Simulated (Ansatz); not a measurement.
## LaB6 (Pm-3m): phonon-mediated transition temperature

What Tc do the phonons of LaB6 (Pm-3m) give, and how does it depend on μ*? The cell shown first is a relaxed one, from steps not shown here.

Calculated with Ansatz 0.2.0; DFT PBE, scalar-relativistic, plane waves, PseudoDojo norm-conserving pseudopotentials, in the first sound run; inputs show where later runs differ.

Report form: the programs' logs are mostly left out.

### 1. The cell after earlier relaxation steps

Symmetry: Pm-3m, No. 221, cubic system. Conventional cell: a = 4.153 Å, b = 4.153 Å, c = 4.153 Å, α = 90.00°, β = 90.00°, γ = 90.00°. Nearest to La lie 24 B at 3.05 Å. B has 6 B at 1.66 to 2.49 Å and 4 La at 3.05 Å nearest. Farther neighbours are not listed.

### 2. Resistivity: PseudoDojo files

The run that gives the couplings also evaluates McMillan's and Allen and Dynes's formulas and, where asked, the Eliashberg equations, over a range of μ*.

File input.yaml:

```yaml
crystal:
  lattice:
    - [4.1530735041, 0.0, 0.0]
    - [0.0, 4.1530735041, 0.0]
    - [0.0, 0.0, 4.1530735041]
  atoms:
    - { symbol: La, position: [0.0, 0.0, 0.0] }
    - { symbol: B, position: [0.1997954306, 0.5, 0.5] }
    - { symbol: B, position: [0.5, 0.1997954306, 0.5] }
    - { symbol: B, position: [0.8002045694, 0.5, 0.5] }
    - { symbol: B, position: [0.5, 0.8002045694, 0.5] }
    - { symbol: B, position: [0.5, 0.5, 0.1997954306] }
    - { symbol: B, position: [0.5, 0.5, 0.8002045694] }
kpoints:
  mp_grid: { grid: [6, 6, 6] }
hamiltonian:
  xc: pbe
  pseudopotentials: { kind: nc, accuracy: standard }
scf:
  occupations: { method: methfessel_paxton, width: 0.2 }
output:
  eigenvalues: true
phonons:
  method: dfpt
  qmesh: [2, 2, 2]
  temperatures: { t_max: 1000, t_step: 50 }
  qpath:
    path:
      - [[0.0, 0.0, 0.0], [0.0, 0.5, 0.0], [0.5, 0.5, 0.0], [0.0, 0.0, 0.0], [0.5, 0.5, 0.5], [0.0, 0.5, 0.0]]
      - [[0.5, 0.5, 0.5], [0.5, 0.5, 0.0]]
    npoints: 10
  electrical_resistivity:
    mesh: [8, 8, 8]
    temperatures: [20.0, 50.0, 80.0, 100.0, 150.0, 200.0, 273.0, 300.0, 400.0, 500.0, 600.0, 800.0]
  superconductivity: { mesh: [8, 8, 8], eliashberg_equations: false }
```

Run with:

```sh
$ ansatz run input.yaml --threads 8 --pin off --max-ram 20480MiB --backend cpu --events-out ev --progress --plain --runs-dir out
```

Elapsed: 6.9 min, on 8 threads of Arm Neoverse V2, shared host; peak memory 6.2 GiB; 52 min of CPU time.

This step gave:

- volume per atom: 10.23 Å³/atom
- metallic on mesh: yes
- gap on the k-mesh: 0 eV
- zero point energy: 0.7705 eV/cell
- share of imaginary modes in the plain interpolation between solved wavevectors: 0
- highest frequency, solved or plainly interpolated: 1255 cm⁻¹
- Debye temperature (second moment): 1252 K
- resistivity at 300 K: 13.86 μΩ cm
- coupling constant λ: 0.2324
- density of states at the Fermi level: 0.4814 states/eV a spin and cell
- log mean phonon energy ħω_log: 27.94 meV
- transport coupling constant λ_tr: 0.2616, 0.2616, 0.2616 (xx, yy, zz)
- Drude plasma energy: 4.35, 4.35, 4.35 eV (xx, yy, zz)
- resistivity times mean free path: 22.3, 22.3, 22.3 × 10⁻¹⁶ Ω m² (xx, yy, zz)
- second-moment phonon energy ħω₂: 58.56 meV

An empty cell: under 1 mK by a formula, or no transition down to the floor of the Eliashberg search. Transition temperatures:

| μ* | McMillan Tc (K) | Allen–Dynes Tc (K) |
| --- | --- | --- |
| 0.08 | 0.0303 | 0.0305 |
| 0.1 | 0.00519 | 0.00523 |
| 0.12 | - | - |
| 0.13 | - | - |
| 0.14 | - | - |
| 0.16 | - | - |
| 0.2 | - | - |

### 3. Electron–phonon run: finite displacements

Finite displacements in a supercell are the other road to force constants and couplings; here with the base functional.

This step: DFT PBE, scalar-relativistic, plane waves, PAW; PAW set soft_1 (Ansatz 0.2.0).

File input.yaml:

```yaml
crystal:
  lattice:
    - [4.1545973604, 0.0, 0.0]
    - [0.0, 4.1545973604, 0.0]
    - [0.0, 0.0, 4.1545973604]
  atoms:
    - { symbol: La, position: [0.0, 0.0, 0.0] }
    - { symbol: B, position: [0.1997760146, 0.5, 0.5] }
    - { symbol: B, position: [0.5, 0.1997760146, 0.5] }
    - { symbol: B, position: [0.8002239854, 0.5, 0.5] }
    - { symbol: B, position: [0.5, 0.8002239854, 0.5] }
    - { symbol: B, position: [0.5, 0.5, 0.1997760146] }
    - { symbol: B, position: [0.5, 0.5, 0.8002239854] }
kpoints:
  mp_grid: { grid: [6, 6, 6] }
hamiltonian:
  xc: pbe
  pseudopotentials: { kind: paw, azcp: { folder: soft_1 } }
scf:
  occupations: { method: methfessel_paxton, width: 0.2 }
output:
  eigenvalues: true
phonons:
  method: fd
  supercell: [2, 2, 2]
  temperatures: { t_max: 1000, t_step: 50 }
  qpath:
    path:
      - [[0.0, 0.0, 0.0], [0.0, 0.5, 0.0], [0.5, 0.5, 0.0], [0.0, 0.0, 0.0], [0.5, 0.5, 0.5], [0.0, 0.5, 0.0]]
      - [[0.5, 0.5, 0.5], [0.5, 0.5, 0.0]]
    npoints: 10
  electrical_resistivity:
    mesh: [8, 8, 8]
    temperatures: [20.0, 50.0, 80.0, 100.0, 150.0, 200.0, 273.0, 300.0, 400.0, 500.0, 600.0, 800.0]
  superconductivity: { mesh: [8, 8, 8], eliashberg_equations: false }
```

Elapsed: 4.1 min, on 8 threads; peak memory 5.7 GiB; 31 min of CPU time.

Numbers from this step:

```
volume per atom                                   : 10.24 Å³/atom
zero point energy                                 : 0.7691 eV/cell
highest frequency, solved or plainly interpolated : 1250 cm⁻¹
Debye temperature (second moment)                 : 1249 K
resistivity at 300 K                              : 13.96 μΩ cm
coupling constant λ                               : 0.2339
density of states at the Fermi level              : 0.4812 states/eV a spin and cell
log mean phonon energy ħω_log                     : 27.8 meV
transport coupling constant λ_tr                  : 0.2627, 0.2627, 0.2627 (xx, yy, zz)
Drude plasma energy                               : 4.351, 4.351, 4.351 eV (xx, yy, zz)
second-moment phonon energy ħω₂                   : 58.35 meV
```

An empty cell: under 1 mK by a formula, or no transition down to the floor of the Eliashberg search. Transition temperatures:

| μ* | McMillan Tc (K) | Allen–Dynes Tc (K) |
| --- | --- | --- |
| 0.08 | 0.0326 | 0.0328 |
| 0.1 | 0.00577 | 0.00581 |
| 0.12 | - | - |
| 0.13 | - | - |
| 0.14 | - | - |
| 0.16 | - | - |
| 0.2 | - | - |

### 4. Electron–phonon run: r2SCAN at its own relaxed cell

The functional sets the lattice constant, the bands and the force constants.

This step: DFT r2SCAN, scalar-relativistic, plane waves, PAW; PAW set soft_1 (Ansatz 0.2.0).

File input.yaml:

```yaml
crystal:
  lattice:
    - [4.1520413128, 0.0, 0.0]
    - [0.0, 4.1520413128, 0.0]
    - [0.0, 0.0, 4.1520413128]
  atoms:
    - { symbol: La, position: [0.0, 0.0, 0.0] }
    - { symbol: B, position: [0.1999767462, 0.5, 0.5] }
    - { symbol: B, position: [0.5, 0.1999767462, 0.5] }
    - { symbol: B, position: [0.8000232538, 0.5, 0.5] }
    - { symbol: B, position: [0.5, 0.8000232538, 0.5] }
    - { symbol: B, position: [0.5, 0.5, 0.1999767462] }
    - { symbol: B, position: [0.5, 0.5, 0.8000232538] }
kpoints:
  mp_grid: { grid: [6, 6, 6] }
hamiltonian:
  xc: r2scan
  pseudopotentials: { kind: paw, azcp: { folder: soft_1 } }
scf:
  occupations: { method: methfessel_paxton, width: 0.2 }
output:
  eigenvalues: true
phonons:
  method: dfpt
  qmesh: [2, 2, 2]
  temperatures: { t_max: 1000, t_step: 50 }
  qpath:
    path:
      - [[0.0, 0.0, 0.0], [0.0, 0.5, 0.0], [0.5, 0.5, 0.0], [0.0, 0.0, 0.0], [0.5, 0.5, 0.5], [0.0, 0.5, 0.0]]
      - [[0.5, 0.5, 0.5], [0.5, 0.5, 0.0]]
    npoints: 10
  electrical_resistivity:
    mesh: [8, 8, 8]
    temperatures: [20.0, 50.0, 80.0, 100.0, 150.0, 200.0, 273.0, 300.0, 400.0, 500.0, 600.0, 800.0]
  superconductivity: { mesh: [8, 8, 8], eliashberg_equations: false }
```

Run time: 6.6 min. Hardware: 8 threads; peak memory 8.2 GiB; 50 min of CPU time.

This step gave:

* volume per atom: 10.23 Å³/atom
* zero point energy: 0.7852 eV/cell
* highest frequency, solved or plainly interpolated: 1256 cm⁻¹
* Debye temperature (second moment): 1270 K
* resistivity at 300 K: 13.1 μΩ cm
* coupling constant λ: 0.236
* density of states at the Fermi level: 0.438 states/eV a spin and cell
* log mean phonon energy ħω_log: 30.17 meV
* transport coupling constant λ_tr: 0.2624, 0.2624, 0.2624 (xx, yy, zz)
* Drude plasma energy: 4.478, 4.478, 4.478 eV (xx, yy, zz)
* resistivity times mean free path: 22.61, 22.61, 22.61 × 10⁻¹⁶ Ω m² (xx, yy, zz)
* second-moment phonon energy ħω₂: 61.04 meV

An empty cell: under 1 mK by a formula, or no transition down to the floor of the Eliashberg search. Transition temperatures:

| μ* | McMillan Tc (K) | Allen–Dynes Tc (K) |
| --- | --- | --- |
| 0.08 | 0.0394 | 0.0398 |
| 0.1 | 0.00733 | 0.00739 |
| 0.12 | - | - |
| 0.13 | - | - |
| 0.14 | - | - |
| 0.16 | - | - |
| 0.2 | - | - |

The Eliashberg function α²F has structure finer than the step of the table below, so its rows give means over 5 meV, whole bins alone (the curve runs from 0.622 to 159 meV). Peaks (meV: height): α²F 13.1: 0.443, 87.7: 1.17; α²F tr 13.1: 0.546, 71.5: 0.149, 87.7: 0.985, 139.9: 0.158.

The Eliashberg function α²F by phonon energy; means over each step:

| phonon energy (meV) | α²F | α²F tr |
| --- | --- | --- |
| 5 | 2.1e-4 | 1.0e-4 |
| 10 | 0.0512 | 0.0556 |
| 15 | 0.113 | 0.141 |
| 20 | 0 | 0 |
| 25 | 7.5e-4 | 4.0e-4 |
| 30 | 0.00427 | 0.00227 |
| 35 | 0.00866 | 0.00675 |
| 40 | 0.0163 | 0.0191 |
| 45 | 0.00873 | 0.0100 |
| 50 | 0.0130 | 0.0149 |
| 55 | 0.0226 | 0.0255 |
| 60 | 0.0241 | 0.0227 |
| 65 | 0.0449 | 0.0501 |
| 70 | 0.0773 | 0.105 |
| 75 | 0.0316 | 0.0434 |
| 80 | 1.6e-5 | 2.3e-5 |
| 85 | 0.254 | 0.247 |
| 90 | 0.191 | 0.163 |
| 95 | 0.00115 | 0.00107 |
| 100 | 0.00575 | 0.00427 |
| 105 | 0.00490 | 0.00401 |
| 110 | 0.00861 | 0.00775 |
| 115 | 0.00251 | 0.00425 |
| 120 | 2.6e-4 | 5.6e-4 |
| 125 | 0 | 0 |
| 130 | 0 | 0 |
| 135 | 0.0118 | 0.0107 |
| 140 | 0.0903 | 0.101 |
| 145 | 0.0373 | 0.0382 |
| 150 | 0.0415 | 0.0416 |
| 155 | 0.0167 | 0.0117 |

The Eliashberg function α²F has structure finer than the step of the table below, so its rows give means over 5 meV, whole bins alone (the curve runs from 0.622 to 159 meV). Peaks (meV: height): α²F 13.1: 0.443, 87.7: 1.17; La 13.1: 0.440; B 87.7: 1.17.

Table of Eliashberg function α²F by phonon energy; means over each step:

| phonon energy (meV) | α²F | La | B |
| --- | --- | --- | --- |
| 5 | 2.1e-4 | 1.3e-4 | 2.6e-5 |
| 10 | 0.0512 | 0.0505 | 7.8e-4 |
| 15 | 0.113 | 0.112 | 6.3e-4 |
| 20 | 0 | 0 | 0 |
| 25 | 7.5e-4 | 1.1e-4 | 6.4e-4 |
| 30 | 0.00427 | 2.7e-4 | 0.00400 |
| 35 | 0.00866 | 2.0e-4 | 0.00847 |
| 40 | 0.0163 | 1.0e-4 | 0.0162 |
| 45 | 0.00873 | 2.1e-5 | 0.00868 |
| 50 | 0.0130 | 0 | 0.0130 |
| 55 | 0.0226 | 0 | 0.0226 |
| 60 | 0.0241 | 0 | 0.0241 |
| 65 | 0.0449 | 0 | 0.0449 |
| 70 | 0.0773 | 0 | 0.0773 |
| 75 | 0.0316 | 0 | 0.0316 |
| 80 | 1.6e-5 | 0 | 1.6e-5 |
| 85 | 0.254 | 2.1e-5 | 0.254 |
| 90 | 0.191 | 2.9e-5 | 0.191 |
| 95 | 0.00115 | 0 | 0.00115 |
| 100 | 0.00575 | 0 | 0.00575 |
| 105 | 0.00490 | 0 | 0.00490 |
| 110 | 0.00861 | 0 | 0.00861 |
| 115 | 0.00251 | 0 | 0.00251 |
| 120 | 2.6e-4 | 0 | 2.6e-4 |
| 125 | 0 | 0 | 0 |
| 130 | 0 | 0 | 0 |
| 135 | 0.0118 | 0 | 0.0118 |
| 140 | 0.0903 | 0 | 0.0903 |
| 145 | 0.0373 | 0 | 0.0373 |
| 150 | 0.0415 | 0 | 0.0415 |
| 155 | 0.0167 | 0 | 0.0167 |

### 5. Summary of results

| Item | Value |
| --- | --- |
| meshes | q 2×2×2, k 6×6×6, scattering 8×8×8 |
| coupling constant λ | 0.236 |
| log mean phonon energy ħω_log | 30.2 meV |
| Allen–Dynes Tc at μ* = 0.1 | 0.00739 K |

In the last run (r2SCAN, q 2×2×2, k 6×6×6, scattering 8×8×8), with λ = 0.24 and ħω_log = 30.2 meV, Tc at μ* = 0.13 is under 1 mK by the formulas. In that run Allen and Dynes's formula gives no transition above 0.05 K at μ* = 0.10 or more. By the run's own test λ is not converged in the fine mesh: it moves by 120 % between the two finest. The run's transport test calls it not converged in the mesh; ρ(300 K) moves by 163 % in the component that moves most. These meshes are coarse. Over the runs, λ takes the values 0.232, 0.234 and 0.236, in the order shown. μ* is a typed number, phonons are harmonic, and spin fluctuations are left out; with λ this near or under μ*(1 + 0.62 λ), the formulas give Tc only to its order of magnitude, or none.

[Logs are printed without paths, hosts, clocks, repeated set-up lines and the standing remarks that a program may print on its own settings, such as how far it seeks lower states.]

[Hosts, paths, dates, database ids (printed as entryN), source tags and the programs' standing remarks are cut or masked in the printed files.]
